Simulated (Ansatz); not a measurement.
# Quasiparticle gap of VBiO4 (I4_1/a), part 3 of 3

Aim: the quasiparticle gap of VBiO4 (I4_1/a), starting from PBE.

Ansatz 0.2.0; PBE, then G0W0 on it, plane waves, PAW. Known limits of the many-body steps: finite bands, screening cutoff and k mesh; no spin-orbit coupling in G0W0; no spin polarisation.

So far. Step 2 (Bands along the symmetry lines): Over mesh and path the gap is 2.108 eV, from k = (0.000, 0.000, 0.350) to k = (0.167, -0.167, -0.333). The least direct gap found is 2.196 eV, at k = (-0.239, 0.239, 0.239). The pressure in this cell is 4 GPa; the cell is kept. Step 3 (G0W0 on the 4×4×4 mesh): Over all 14 irreducible mesh points the G0W0 gap is 3.557 eV, from k = (0.000, 0.250, 0.250) to k = (0.000, -0.500, 0.000). The PBE gap of this run on the mesh is 2.217 eV.

In doubt: masses and optical values from hybrid runs of this build are listed as unsure (in some of the runs), which bears on the screening that GW takes from such a start.

## Step 4: Spin-orbit coupling in PBE

This run has two-component orbitals with spin-orbit coupling.

This step: DFT, PBE with spin-orbit coupling, plane waves, PAW; PAW set soft_1.

input.yaml reads:

```yaml
crystal:
  lattice:
    - [-2.56105292, 2.56105292, 5.7960647]
    - [2.56105292, -2.56105292, 5.7960647]
    - [2.56105292, 2.56105292, -5.7960647]
  atoms:
    - { symbol: V, position: [0.5, 0.5, 0.0] }
    - { symbol: V, position: [0.25, 0.75, 0.5] }
    - { symbol: Bi, position: [0.0, 0.0, 0.0] }
    - { symbol: Bi, position: [0.75, 0.25, 0.5] }
    - { symbol: O, position: [0.17085109, 0.56190276, 0.89100626] }
    - { symbol: O, position: [0.31190276, 0.9208965, 0.89105167] }
    - { symbol: O, position: [0.02984483, 0.42085109, 0.10894833] }
    - { symbol: O, position: [0.6708965, 0.27984483, 0.10899374] }
    - { symbol: O, position: [0.0791035, 0.97015517, 0.39100626] }
    - { symbol: O, position: [0.72015517, 0.82914891, 0.39105167] }
    - { symbol: O, position: [0.57914891, 0.68809724, 0.60899374] }
    - { symbol: O, position: [0.43809724, 0.3291035, 0.60894833] }
kpoints:
  mp_grid: { grid: [6, 6, 6] }
  band_path:
    path:
      - [0.0, 0.0, 0.0]
      - [0.0, 0.0, 0.5]
      - [0.25, 0.25, 0.25]
      - [0.0, 0.5, 0.0]
      - [0.5, 0.5, -0.5]
      - [0.29881021, 0.70118979, -0.29881021]
      - [-0.29881021, 0.29881021, 0.29881021]
      - [-0.09762042, 0.09762042, 0.5]
      - [0.0, 0.0, 0.35]
      - [0.1666666667, -0.1666666667, -0.3333333333]
      - [-0.239048168, 0.239048168, 0.239048168]
    npoints: 1
hamiltonian:
  xc: pbe
  pseudopotentials: { kind: paw_fr, azcp: { folder: soft_1 } }
scf:
  occupations: { method: fixed }
  n_extra_bands: 16
magnetization:
  noncollinear: true
  spin_orbit: true
output:
  eigenvalues: true
  forces: true
  stress: true
```

Launch:

```sh
$ ansatz run input.yaml --threads 2 --pin off --max-ram 92160MiB --backend cuda --events-out ev --progress --plain --runs-dir out --devices 1 --max-vram 13GiB
```

Numbers of over 12 decimals in the logs are rounded to 6 here.

The program printed:

```text
[...]
GPUs: using 1 of 1 available (devices: 1).
[...]
non-collinear run that drives no moment, with spin-orbit: no starting moment large enough to seed its density (crystal.atoms[].spin), no starting occupations that ask for one, no magnetisation constraint and no magnetic field, so the semilocal B_xc is pinned to zero
[...]
GPU FFT provider: cuFFT
GPU libraries: cuBLAS 13.8.2, cuFFT 12.4.0, cuSOLVER 12.3.4
Crystal: 12 atoms, lattice volume = 152.065 Å³
Basis set: ecut = 420 eV, 2995 PW (Γ), exchange–correlation on 96×96×96 points (8 copies of the dense FFT grid, shifted against one another)
Bands: 120, of which v1, the nominal top of the filled ones, is band 104 counted from 1 (103 counted from 0)
Symmetry: 8 space group operations + 8 with time reversal
[...]
k-points: 36 of 216
Projection manifold: j_resolved (fully-relativistic pseudo-atomic orbitals)
[...]
GPU buffer pool allocated for 110592 grid points (all kernels)
[...]
SCF iter   1: F=—  HF=-35252.202663 eV  |F-HF|=—  |Δ(HF+E_count)|=         —  Δρ=7.88e-2  dr2=1.64e1  dr2_m=0.00e0 (ungated)  ethr=3.10e-3  |M|=0.00e0 ∫|m|=0.00e0 μB  |m|>n=0.0e0 m-floor=0.0e0 τ_xc=0.0e0  β_m=0.30  ⟨swp⟩=4.1  Hψ=7913  notcnv=0  defer=300
[...]
spin=Noncollinear: Resta preconditioning applied to the charge; magnetization (m_x, m_y, m_z) channels mix plain (no charge-response kernel on spin).
[...]
site 10: m = (+0.0000, +0.0000, +0.0000) μB, |m| = 0.0000 μB  (R = 0.71 Å)
  site 11: m = (+0.0000, +0.0000, +0.0000) μB, |m| = 0.0000 μB  (R = 0.71 Å)
Free energy (F): -35249.543912 eV
[...]
Internal energy: -35249.543912 eV  (E = F + TS)
E sigma→0 (E₀):  -35249.543912 eV
Fermi energy:    8.886975 eV
[...]
--- Forces (eV/Å), atoms counted from 1 ---
  atom   1  V      0.00000000     0.00000000     0.00000000
  atom   2  V      0.00000000     0.00000000     0.00000000
  atom   3  Bi     0.00000000     0.00000000     0.00000000
  atom   4  Bi     0.00000000     0.00000000     0.00000000
  atom   5  O     -0.05945601     0.12311967     0.03841252
  atom   6  O     -0.12311967    -0.05945601     0.03841252
  atom   7  O      0.12311967     0.05945601     0.03841252
  atom   8  O      0.05945601    -0.12311967     0.03841252
  atom   9  O     -0.05945601     0.12311967    -0.03841252
  atom  10  O     -0.12311967    -0.05945601    -0.03841252
  atom  11  O      0.05945601    -0.12311967    -0.03841252
  atom  12  O      0.12311967     0.05945601    -0.03841252
  max |Σ_I F_I| component: 5.55e-17 eV/Å
--- Stress (GPa, compression-positive) ---
        4.211239       0.000000       0.000000
       -0.000000       4.211239       0.000000
        0.000000       0.000000       4.683744
  P = ⅓ Tr σ = 4.3687 GPa (43.687 kbar)
--- Band table (eV; the first three rows and the last of 36) ---
  k-point 0: bands = [... 100 lower, 8.1341, 8.1341, 8.3438, 8.3438, 11.0576, 11.0576, 11.5619, 11.5619, ... 12 higher]
  k-point 1: bands = [... 100 lower, 8.1798, 8.1798, 8.3916, 8.3916, 11.0628, 11.0628, 11.4932, 11.4932, ... 12 higher]
  k-point 2: bands = [... 100 lower, 8.1537, 8.1537, 8.8870, 8.8870, 11.1071, 11.1071, 11.3504, 11.3504, ... 12 higher]
  k-point 35: bands = [... 100 lower, 8.0532, 8.0532, 8.0532, 8.0532, 11.6539, 11.6539, 11.6539, 11.6539, ... 12 higher]
[key lines of the parts left out:]
SCF converged after 10 iterations
Magnetization: |M| = 0.0000 μB,  M = (+0.0000, +0.0000, +0.0000) μB
```

Elapsed: 17 s, on 1 × NVIDIA H100 80GB HBM3 (shared by 6 runs) with 2 threads of AMD EPYC 7R13 (Zen 3), shared host; peak memory 1.2 GiB.

Numbers from this step:

| Item | Value |
| --- | --- |
| pressure | 4.369 GPa |
| gap | 1.974 eV |
| valence top at | k = (0.000, 0.000, 0.350) |
| conduction bottom at | k = (0.167, -0.167, -0.333) |
| least direct gap | 2.068 eV |

Over mesh and listed points the gap is 1.974 eV, from k = (0.000, 0.000, 0.350) to k = (0.167, -0.167, -0.333). The least direct gap found is 2.068 eV, at k = (-0.239, 0.239, 0.239). The pressure in this cell is 4 GPa; the cell is kept. PBE+SOC against PBE: 1.974 − 2.108 = −0.134 eV, with the same mesh, set of files (read in its fully relativistic form for the spin-orbit run) and cutoff, and both edges at the same k points. The spin-orbit run sees mesh and listed points alone, so its gap is an upper bound: the coupling can move an edge off these points, and the change over the zone, its sign included where it is small, is not known.

## Step 5: Side by side

Each gap is the least one over the points named; times are wall times on shared hosts, not benchmarks. A G0W0 time includes the run's own self-consistent start. Runs with listed points see these and the mesh alone, so an edge that moves elsewhere is missed. Rows marked * are further runs, not shown as steps, whose inputs differ from the G0W0 step on the same start in the columns given; solver thresholds can differ too.

| level | mesh | files, cutoff | bands summed, screening | points | gap (eV) | valence top | conduction bottom | least direct gap (eV) | time |
| --- | --- | --- | --- | --- | --- | --- | --- | --- | --- |
| PBE | 6×6×6 | soft_1 PAW, 420 eV | - | mesh and path | 2.108 | (0.000, 0.000, 0.350) | (0.167, -0.167, -0.333) | 2.196 | 18 s |
| PBE+SOC | 6×6×6 | soft_1 PAW, 420 eV | - | mesh and listed points | 1.974 | (0.000, 0.000, 0.350) | (0.167, -0.167, -0.333) | 2.068 | 17 s |
| G0W0@PBE* | 4×4×4 | soft_1 PAW, 420 eV | 189, 54 eV | all 14 irreducible mesh points | 3.622 | (0.250, -0.250, 0.250) | (0.000, -0.500, 0.000) | 3.623 | 24 s |
| G0W0@PBE* | 4×4×4 | soft_1 PAW, 420 eV | 439, 108 eV | all 14 irreducible mesh points | 3.492 | (0.000, 0.250, 0.250) | (0.000, -0.500, 0.000) | 3.493 | 55 s |
| G0W0@PBE | 4×4×4 | soft_1 PAW, 420 eV | 885, 180 eV | all 14 irreducible mesh points | 3.557 | (0.000, 0.250, 0.250) | (0.000, -0.500, 0.000) | 3.559 | 4.4 min |
| G0W0@PBE* | 4×4×4 | soft_1 PAW, 420 eV | 885, 180 eV, plasmon pole | all 14 irreducible mesh points | 3.570 | (0.000, 0.250, 0.250) | (0.000, -0.500, 0.000) | 3.571 | 6.1 min |

## Step 6: Summary of results

```
PBE gap over mesh and path                       : 2.108 eV, from k = (0.000, 0.000, 0.350) to k = (0.167, -0.167, -0.333)
G0W0@PBE gap over all 14 irreducible mesh points : 3.557 eV, from k = (0.000, 0.250, 0.250) to k = (0.000, -0.500, 0.000)
PBE+SOC gap over mesh and listed points          : 1.974 eV
GW settings                                      : 4×4×4 mesh, 833 empty bands, screening to 180 eV, PAW set soft_1 files
known limits                                     : finite bands, screening cutoff and k mesh; no spin-orbit coupling in G0W0; no spin polarisation
```

In words: Over all 14 irreducible mesh points the G0W0 gap is 3.557 eV, from k = (0.000, 0.250, 0.250) to k = (0.000, -0.500, 0.000). The PBE gap of this run on the mesh is 2.217 eV. The two states that bound the G0W0 gap lie that far apart at the start, so the correction of the gap is 3.557 − 2.217 = +1.340 eV. The valence state moves by 8.454 − 8.799 = −0.345 eV and the conduction state by 12.011 − 11.016 = +0.995 eV, on the run's own scale; how far single levels stand from their limit in bands is not shown. Over mesh and path, PBE puts the valence top at k = (0.000, 0.000, 0.350) and conduction bottom at k = (0.167, -0.167, -0.333), where no G0W0 correction was computed. The G0W0 gap over the whole zone is therefore not known from this run; at its settings it can only be equal to or under the 3.557 eV found, and no correction is carried over from another point. For the start itself the gap is 2.108 eV over mesh and path and 2.217 eV on the mesh of the G0W0 run, in runs that differ in mesh (6×6×6 and 4×4×4). From 189 bands and 54 eV to 885 bands and 180 eV the gap moves by 3.557 − 3.622 = −0.065 eV (rung by rung 3.622, 3.492, 3.557 eV); bands and screening cutoff rise together, so their parts are not told apart. The states that bound the gap change along the series, so no limit is drawn and it is not known. With the plasmon pole model in place of the contour deformation model and all else as in the G0W0@PBE row with 885 bands, the gap differs by 3.570 − 3.557 = +0.013 eV. G0W0 on other starts in this series, not shown as steps and not all at these settings: 3.735 eV on HSE06 (4×4×4, soft_1 PAW, 885 bands, 180 eV). PBE+SOC against PBE: 1.974 − 2.108 = −0.134 eV, with the same mesh, set of files (read in its fully relativistic form for the spin-orbit run) and cutoff, and both edges at the same k points. The spin-orbit run sees mesh and listed points alone, so its gap is an upper bound: the coupling can move an edge off these points, and the change over the zone, its sign included where it is small, is not known. What spin-orbit coupling does to the G0W0 levels was not computed, so no sum with the G0W0 gap is formed. The G0W0 runs are scalar-relativistic. The runs have no spin polarisation, and the cell holds V; whether a magnetic state lies lower is not shown here. Where d states form a band edge, one-shot GW is known to depend on its start; the orbital character of the edges was not analysed here. No pair of G0W0 runs that differ in the mesh alone is shown (4×4×4 is a supercell whose nearest images lie 20 Å apart), so the error from the mesh is not known here. G0W0@PBE runs of this series with other atomic data on the same mesh, not shown as steps, give 3.502 eV (hard PAW, 930 eV, 1296 bands, screening to 234 eV); where bands and cutoffs differ too, the part of the files is not isolated.

[Paths, hosts, dates, memory and timing lines, banners, echoed tables and standing remarks are left out of the program output.]

[Logs are printed without paths, hosts, clocks, repeated set-up lines and the standing remarks that a program may print on its own settings, such as how far it seeks lower states.]

[Runs of the session that timed out or met a known fault of the program may be left out.]

[Cells called generated may have been cut or substituted from an entry of the Crystallography Open Database or the Materials Project.]

[Hosts, paths, dates, database ids (printed as entryN), source tags and the programs' standing remarks are cut or masked in the printed files.]

[Where an RPA ε∞ is given, it is that of the G0W0 mesh and is not shown converged in it. Names of k-points follow the symmetry that the program found, which can be lower than the space group named. Band edges on a path are those of the sampled points; other points can move an edge, and change direct to indirect where valleys lie close.]

[Hybrid gaps are those of their k-mesh and are not shown converged in it.]
